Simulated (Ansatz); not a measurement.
# BeHg2 (built on the sites of a database entry of CaHg2): from the cell to its phonons

How does BeHg2 (built on the sites of a database entry of CaHg2) vibrate, and is this structure a minimum?

Main program and level: Ansatz 0.2.0; DFT PBEsol, scalar-relativistic, plane waves, PAW.

The structure was built from a prototype and need not be the compound's stable phase.

### 1. The starting structure

The structure is hexagonal, space group P6/mmm (No. 191). The conventional cell has a = 4.212 Å, b = 4.212 Å, c = 3.047 Å, α = 90.00°, β = 90.00°, γ = 120.00°. Nearest to Be lie 12 Hg at 2.87 Å. Nearest to Hg lie 3 Hg at 2.43 Å and 6 Be at 2.87 Å. Farther neighbours are not listed.

### 2. Coarse relaxation

The start is far from rest, so a relaxation with loose tolerances brings it close first.

The input, input.yaml:

```yaml
crystal:
  lattice:
    - [4.21165, 0.0, 0.0]
    - [-2.10582, 3.6474, 0.0]
    - [0.0, 0.0, 3.0475]
  atoms:
    - { symbol: Be, position: [0.0, 0.0, 0.0] }
    - { symbol: Hg, position: [0.33333333, 0.66666667, 0.5] }
    - { symbol: Hg, position: [0.66666667, 0.33333333, 0.5] }
kpoints:
  mp_grid: { grid: [6, 6, 6] }
hamiltonian:
  xc: pbesol
scf:
  occupations: { method: gaussian, width: 0.1 }
output:
  forces: true
  stress: true
  eigenvalues: true
relax:
  adjacent_minimum: "off"
  f_tol: 0.05
  max_steps: 80
  cell: { stress_tol: 0.5 }
```

The run is started by

```console
ansatz run input.yaml --threads 8 --pin off --max-ram 14336MiB --backend cpu --events-out ev --progress --plain --runs-dir out
```

Numbers of over 12 decimals in the logs are rounded to 6 here.

The log of the run:

```text
The last accepted step is kept in <dir> (removed where the run ends without a failure and the disk answers)
Engine: ansatz 0.2.0, x86_64-unknown-linux-gnu
Pseudopotentials: kind: paw
Pseudopotential: Be, paw, valence charge 2, recommended cutoff 420 eV (normal), Be.paw.azcp
Pseudopotential: Hg, paw, valence charge 20, recommended cutoff 420 eV (normal), Hg.paw.azcp
Functional definition: PBEsol
  exchange = pbesol_x
[...]
F+E_penalty+E_count = -27424.59058711 eV   max|allowed force component| = 9.252e-18 eV/Å   (the final SCF, on the basis selected at the relaxed cell)
  cell:  # Å, volume = 57.6191 Å³
    - [4.887026, -3.3496663473692503e-6, 0.0]
    - [-2.443510, 4.232291, 0.0]
    - [0.0, 0.0, 2.785776]
  atoms:
    - { symbol: Be, position: [0, 0, 0.0] }
    - { symbol: Hg, position: [0.333333, 0.666667, 0.500000] }
    - { symbol: Hg, position: [0.666667, 0.333333, 0.500000] }
[key lines of the parts left out:]
SCF converged after 4 iterations
Free energy (F): -27424.590587 eV
Fermi energy:    13.694057 eV
P = ⅓ Tr σ = 0.2841 GPa (2.841 kbar)
```

Elapsed: 2.5 s, on 8 threads of AMD EPYC 9R45, shared host; peak memory 0.47 GiB.

The steps of the relaxation:

```
step  energy less that of the first step (eV)  largest force component (eV/Å)  pressure (GPa)  volume (Å³)
   1                                   0.0000                          0.0000           34.94        46.81
   2                                  -0.9342                          0.0000           12.66        51.88
   3                                  -1.1483                          0.0000            4.09        55.46
   4                                  -1.2016                          0.0000            0.02        57.97
   5                                  -1.2614                          0.0000            0.00        57.81
   6                                  -1.3798                          0.0000           -0.40        57.26
   7                                  -1.3681                          0.0000            1.82        56.06
   8                                  -1.3992                          0.0000           -0.96        57.56
   9                                  -1.4037                          0.0000           -0.18        57.05
 10*                                  -1.4343                          0.0000            0.92        57.05
  11                                  -1.4380                          0.0000            0.29        57.62
 12*                                  -1.4382                          0.0000            0.28        57.62
```

Relaxation steps marked * repeat the geometry before them on a plane-wave basis chosen anew for their cell, so energy and pressure can jump there. Relaxation step 7 was tried and not accepted.

The run keeps the 24 symmetry operations that it works with, so distortions that break them were not tested.

```
     cell as run  before  after   change
           a (Å)   4.212  4.887  +16.0 %
           b (Å)   4.212  4.887  +16.0 %
           c (Å)   3.047  2.786   -8.6 %
volume (Å³/atom)   15.60  19.21  +23.1 %
```

Final coordinates:

```xyz
3
Lattice="4.8870 0.0000 0.0000 -2.4435 4.2323 0.0000 0.0000 0.0000 2.7858" Properties=species:S:1:pos:R:3 pbc="T T T"
Be    0.0000    0.0000    0.0000
Hg    0.0000    2.8215    1.3929
Hg    2.4435    1.4108    1.3929
```

Numbers from this step:

```
pressure          : 0.2841 GPa
volume per atom   : 19.21 Å³
gap on the k-mesh : 0 eV
```

In this step the volume went from 15.60 to 19.21 Å³/atom.

### 3. Relaxation

Harmonic phonons are second derivatives at a point where the forces vanish, and they are wanted at zero stress, so atoms and cell are relaxed first.

input.yaml, the sections that differ from step 2:

```yaml
crystal:
  lattice:
    - [4.8870264622, -3.3497e-06, 0.0]
    - [-2.4435103302, 4.2322907401, 0.0]
    - [0.0, 0.0, 2.7857755031]
  atoms:
    - { symbol: Be, position: [0.0, 0.0, 0.0] }
    - { symbol: Hg, position: [0.3333333333, 0.6666666667, 0.5] }
    - { symbol: Hg, position: [0.6666666667, 0.3333333333, 0.5] }
kpoints:
  mp_grid: { grid: [12, 12, 16] }
relax:
  adjacent_minimum: "off"
  f_tol: 0.005
  max_steps: 80
  cell: { stress_tol: 0.05 }
# hamiltonian, scf, output: as in step 2
```

The log of the run:

```text
[...]
Crystal: 3 atoms, lattice volume = 57.619 Å³
Basis set: ecut = 420 eV, 1143 PW (Γ), exchange–correlation on 72×72×40 points (8 copies of the dense FFT grid, shifted against one another)
Bands: 26, of which v1, the nominal top of the filled ones, is band 21 counted from 1 (20 counted from 0)
Symmetry: 24 space group operations
[...]
k-points: 171 of 2304
[...]
--- Relaxed structure (5 steps of the walk, 5 accepted, 1 SCFs on fresh bases) ---
[...]
cell:  # Å, volume = 58.2207 Å³
    - [4.947197, -3.390927792223135e-6, -1.5149341638132967e-19]
    - [-2.473596, 4.284400, 0]
    - [0, 0, 2.746809]
  atoms:
    - { symbol: Be, position: [0, 0, 0] }
    - { symbol: Hg, position: [0.333333, 0.666667, 0.5] }
    - { symbol: Hg, position: [0.666667, 0.333333, 0.5] }
[key lines of the parts left out:]
SCF converged after 5 iterations
Free energy (F): -27424.531837 eV
Fermi energy:    13.434553 eV
P = ⅓ Tr σ = 0.0033 GPa (0.033 kbar)
```

Run time: 4.2 s. Hardware: 8 threads; peak memory 0.64 GiB.

Step by step:

```
step  energy less that of the first step (eV)  largest force component (eV/Å)  pressure (GPa)  volume (Å³)
   1                                   0.0000                          0.0000            0.22        57.62
   2                                  -0.0017                          0.0000           -0.12        58.04
   3                                  -0.0022                          0.0000            0.52        57.78
   4                                  -0.0028                          0.0000            0.04        58.16
   5                                  -0.0028                          0.0000            0.00        58.22
  6*                                  -0.0029                          0.0000            0.00        58.22
```

Relaxation steps marked * repeat the geometry before them on a plane-wave basis chosen anew for their cell, so energy and pressure can jump there.

The run keeps the 24 symmetry operations that it works with, so distortions that break them were not tested.

```
conventional cell, symmetrised  before  after  change
                         a (Å)   4.887  4.947  +1.2 %
                         b (Å)   4.887  4.947  +1.2 %
                         c (Å)   2.786  2.747  -1.4 %
              volume (Å³/atom)   19.21  19.41  +1.0 %
```

The relaxed structure:

```xyz
3
Lattice="4.9472 0.0000 0.0000 -2.4736 4.2844 0.0000 0.0000 0.0000 2.7468" Properties=species:S:1:pos:R:3 pbc="T T T"
Be    0.0000    0.0000    0.0000
Hg    0.0000    2.8563    1.3734
Hg    2.4736    1.4281    1.3734
```

This step gave:

- pressure: 0.003254 GPa
- volume per atom: 19.41 Å³

In this step the volume went from 19.21 to 19.41 Å³/atom.

### 4. Relaxing to small forces for the phonons

Phonons need a cell at rest on their own settings, so the relaxation is repeated with tight tolerances on forces and stress, using the mesh and the filling of the phonon run that follows.

input.yaml, the sections that differ from step 3:

```yaml
crystal:
  lattice:
    - [4.9471970928, -3.3909e-06, 0.0]
    - [-2.4735956098, 4.2844000554, 0.0]
    - [0.0, 0.0, 2.7468091625]
  atoms:
    - { symbol: Be, position: [0.0, 0.0, 0.0] }
    - { symbol: Hg, position: [0.3333333333, 0.6666666667, 0.5] }
    - { symbol: Hg, position: [0.6666666667, 0.3333333333, 0.5] }
scf:
  occupations: { method: methfessel_paxton, width: 0.2 }
relax:
  adjacent_minimum: "off"
  f_tol: 0.001
  max_steps: 60
  cell: { stress_tol: 0.01 }
# kpoints, hamiltonian, output: as in step 3
```

The log of the run:

```text
[...]
Crystal: 3 atoms, lattice volume = 58.221 Å³
Basis set: ecut = 420 eV, 1131 PW (Γ), exchange–correlation on 72×72×40 points (8 copies of the dense FFT grid, shifted against one another)
Bands: 26, of which v1, the nominal top of the filled ones, is band 21 counted from 1 (20 counted from 0)
Symmetry: 24 space group operations
[...]
k-points: 171 of 2304
[...]
--- Relaxed structure (5 steps of the walk, 4 accepted, 1 SCFs on fresh bases) ---
[...]
cell:  # Å, volume = 58.2707 Å³
    - [4.953087, -3.3949341458137822e-6, 0]
    - [-2.476541, 4.289501, 0]
    - [0, 0, 2.742632]
  atoms:
    - { symbol: Be, position: [0, 0, 0] }
    - { symbol: Hg, position: [0.333333, 0.666667, 0.5] }
    - { symbol: Hg, position: [0.666667, 0.333333, 0.5] }
[key lines of the parts left out:]
SCF converged after 4 iterations
Free energy (F): -27424.529281 eV
Fermi energy:    13.417056 eV
P = ⅓ Tr σ = -0.0011 GPa (-0.011 kbar)
```

The job ended after 4.3 s (8 threads; peak memory 0.64 GiB; 28 s of CPU time).

The steps of the relaxation:

```
step  energy less that of the first step (eV)  largest force component (eV/Å)  pressure (GPa)  volume (Å³)
   1                                   0.0000                          0.0000            0.00        58.22
   2                                   0.0000                          0.0000            0.00        58.24
   3                                   0.0000                          0.0000           -0.01        58.28
   4                                   0.0000                          0.0000            0.02        58.25
   5                                   0.0000                          0.0000            0.00        58.27
  6*                                   0.0000                          0.0000            0.00        58.27
```

Relaxation steps marked * repeat the geometry before them on a plane-wave basis chosen anew for their cell, so energy and pressure can jump there. Relaxation step 4 was tried and not accepted.

Forces are held to the 24 operations that the run works with; a distortion that breaks them can't arise in this run.

```
conventional cell, symmetrised  before  after  change
                         a (Å)   4.947  4.953  +0.1 %
                         b (Å)   4.947  4.953  +0.1 %
                         c (Å)   2.747  2.743  -0.2 %
              volume (Å³/atom)   19.41  19.42  +0.1 %
```

The relaxed structure:

```xyz
3
Lattice="4.9531 0.0000 0.0000 -2.4765 4.2895 0.0000 0.0000 0.0000 2.7426" Properties=species:S:1:pos:R:3 pbc="T T T"
Be    0.0000    0.0000    0.0000
Hg    0.0000    2.8597    1.3713
Hg    2.4765    1.4298    1.3713
```

This step gave:

```
pressure        : -0.001053 GPa
volume per atom : 19.42 Å³
```

The forces vanish by symmetry and the pressure is -0.001 GPa, within the tolerances set. The cell now holds 19.42 Å³/atom.

### 5. Modes at Γ

The zone centre comes first: it holds the modes that light can see, as far as symmetry allows. No field response is asked, since the mesh shows no gap.

input.yaml, the sections that differ from step 4:

```yaml
crystal:
  lattice:
    - [4.9530874352, -3.3949e-06, 0.0]
    - [-2.4765407775, 4.2895012435, 0.0]
    - [0.0, 0.0, 2.7426324271]
  atoms:
    - { symbol: Be, position: [0.0, 0.0, 0.0] }
    - { symbol: Hg, position: [0.3333333333, 0.6666666667, 0.5] }
    - { symbol: Hg, position: [0.6666666667, 0.3333333333, 0.5] }
output:
  eigenvalues: true
phonons:
  method: dfpt
# kpoints, hamiltonian, scf: as in step 4
# relax: removed
```

The log of the run:

```text
[...]
Crystal: 3 atoms, lattice volume = 58.271 Å³
Basis set: ecut = 420 eV, 1131 PW (Γ), exchange–correlation on 72×72×40 points (8 copies of the dense FFT grid, shifted against one another)
Bands: 26, of which v1, the nominal top of the filled ones, is band 21 counted from 1 (20 counted from 0)
Symmetry: 24 space group operations
k-points: 632 of 2304 (irreducible under 2 space group operations, time reversal used)
[...]
SCF iter   1: F=—  HF=-27424.531196 eV  |F-HF|=—  |Δ(HF+E_count)|=         —  Δρ=3.84e-3  dr2=1.12e-2  ethr=1.77e-3  ⟨swp⟩=5.1  Hψ=64209  notcnv=0
[...]
SCF iter   9: F=-27424.529281 eV  HF=-27424.529281 eV  |F-HF|=3.64e-12  |Δ(HF+E_count)|=  3.64e-12  S|Δr|=    0.00e0  Δρ=3.40e-8  dr2=8.48e-13  ethr=1.00e-12  ⟨swp⟩=6.6  Hψ=67628  notcnv=0
[...]
SCF 1 converged in 9 iterations: F = -27424.529281 eV  dr2 = 8.48e-13
[...]
DFPT response loops at Γ: preconditioner auto → Kerker (q_TF=auto, 2.583 Å⁻¹) (partly filled bands, converged f_vac=0.000); β = 1.00, the filter's whole step (`scf.mixing.beta` (0.50) is not read by the response loops under this deck's `scf.mixing.preconditioner`; to damp them name `kerker` or `kerker_dos`, under which they read `scf.mixing.beta`, and type it under 1.00, their step now; both keys bind the ground state too); Broyden in place of MSR1
SCF converged after 9 iterations
[...]
Free energy (F): -27424.529281 eV
[...]
Internal energy: -27424.529369 eV  (E = F + TS)
E sigma→0 (E₀):  -27424.529303 eV
Entropy (-TS):   0.000088 eV (0.029 meV/atom)
Fermi energy:    13.417056 eV
Step filling:    the computed levels leave a gap of 0.0000 eV = 0.0 smearing widths at the electron count; against every level under it full and every level over it empty, smearing changes F+E_penalty+E_count by -0.453 meV and its σ→0 estimate by -0.475 meV
[...]
--- Band table (eV; the first three rows and the last of 632) ---
  k-point 0: bands = [... 17 lower, 7.2110, 7.2110, 12.9296, 13.0081, 13.9739, 13.9739, 14.2145, 14.2145, ... 1 higher]
  k-point 1: bands = [... 17 lower, 7.1552, 7.1552, 12.9728, 13.0493, 14.1225, 14.1225, 14.2868, 14.2868, ... 1 higher]
  k-point 2: bands = [... 17 lower, 7.0020, 7.0020, 13.1039, 13.1778, 14.4971, 14.4971, 14.5417, 14.5417, ... 1 higher]
  k-point 631: bands = [... 17 lower, 7.7239, 11.5078, 12.1315, 13.2878, 13.6350, 14.2772, 14.7941, 18.3142, ... 1 higher]
--- Phonons (Γ-DFPT): 4 representative perturbations + reference, on 632 of 2304 k-points (Σ response iterations 12) ---
  k mesh reduced under 2 symmetry operations, with k and −k counted as one. Each operation leaves every solved perturbation unchanged. A smaller set is not used because it would not reduce the number of displacements times k-points to solve
  ASR residual: 3.660e-5 → 0.000e0 eV/Å²; symmetrization residual: 4.988e-4 eV/Å²
  ASR residual per site (eV/Å²): 2.79e-5 3.66e-5 3.66e-5
  Γ frequencies (cm⁻¹): -119.16 -119.16 -91.31 -23.60 0.00 0.00 0.00 105.39 105.39
  non-analytic LO–TO correction: not included (Born effective charges unavailable; polar crystals: no LO–TO splitting at Γ)
```

Run time: 26 s. Hardware: 8 threads; peak memory 2.5 GiB; 2.9 min of CPU time.

This step gave:

| Item | Value |
| --- | --- |
| sum-rule residual before enforcement | 3.66e-5 eV/Å² |
| point group | 6/mmm |
| highest optical mode at the zone centre (no LO-TO term) | 105.4 cm⁻¹ |
| lowest optical zone-centre mode | -119.2 cm⁻¹ |

Patterns of degenerate modes are one choice out of their space. The modes at Γ (shares of kinetic energy by element, %) (negative means imaginary):

```
mode  frequency (cm⁻¹)  symmetry  Be %  Hg %
   1            -119.2       E1u    98     2
   2            -119.2       E1u    98     2
   3             -91.3       A2u    98     2
   4             -23.6       B1g     0   100
   5               0.0  acoustic     2    98
   6               0.0  acoustic     2    98
   7               0.0  acoustic     2    98
   8             105.4       E2g     0   100
   9             105.4       E2g     0   100
```

Displacements in mode 2 (-119.2 cm⁻¹), the largest set to 1:
```
Be1  0.00  1.00  0.00
Hg2  0.00 -0.02  0.00
Hg3  0.00 -0.02  0.00
```

Displacements in mode 8 (105.4 cm⁻¹), the largest set to 1:
```
Be1  0.00  0.00  0.00
Hg2  0.20 -1.00  0.00
Hg3 -0.20  1.00  0.00
```

Before it was imposed, the acoustic sum rule was missed by 3.7e-5 eV/Å². Small misses are needed for a sound result but don't prove that mesh and cutoff are converged. The lowest optical mode is imaginary, 119.2i cm⁻¹, so the energy falls along it.

(Continued in part 2 of 2.)

[Logs are printed without paths, hosts, clocks, repeated set-up lines and the standing remarks that a program may print on its own settings, such as how far it seeks lower states.]

[Hosts, paths, dates, database ids (printed as entryN), source tags and the programs' standing remarks are cut or masked in the printed files.]
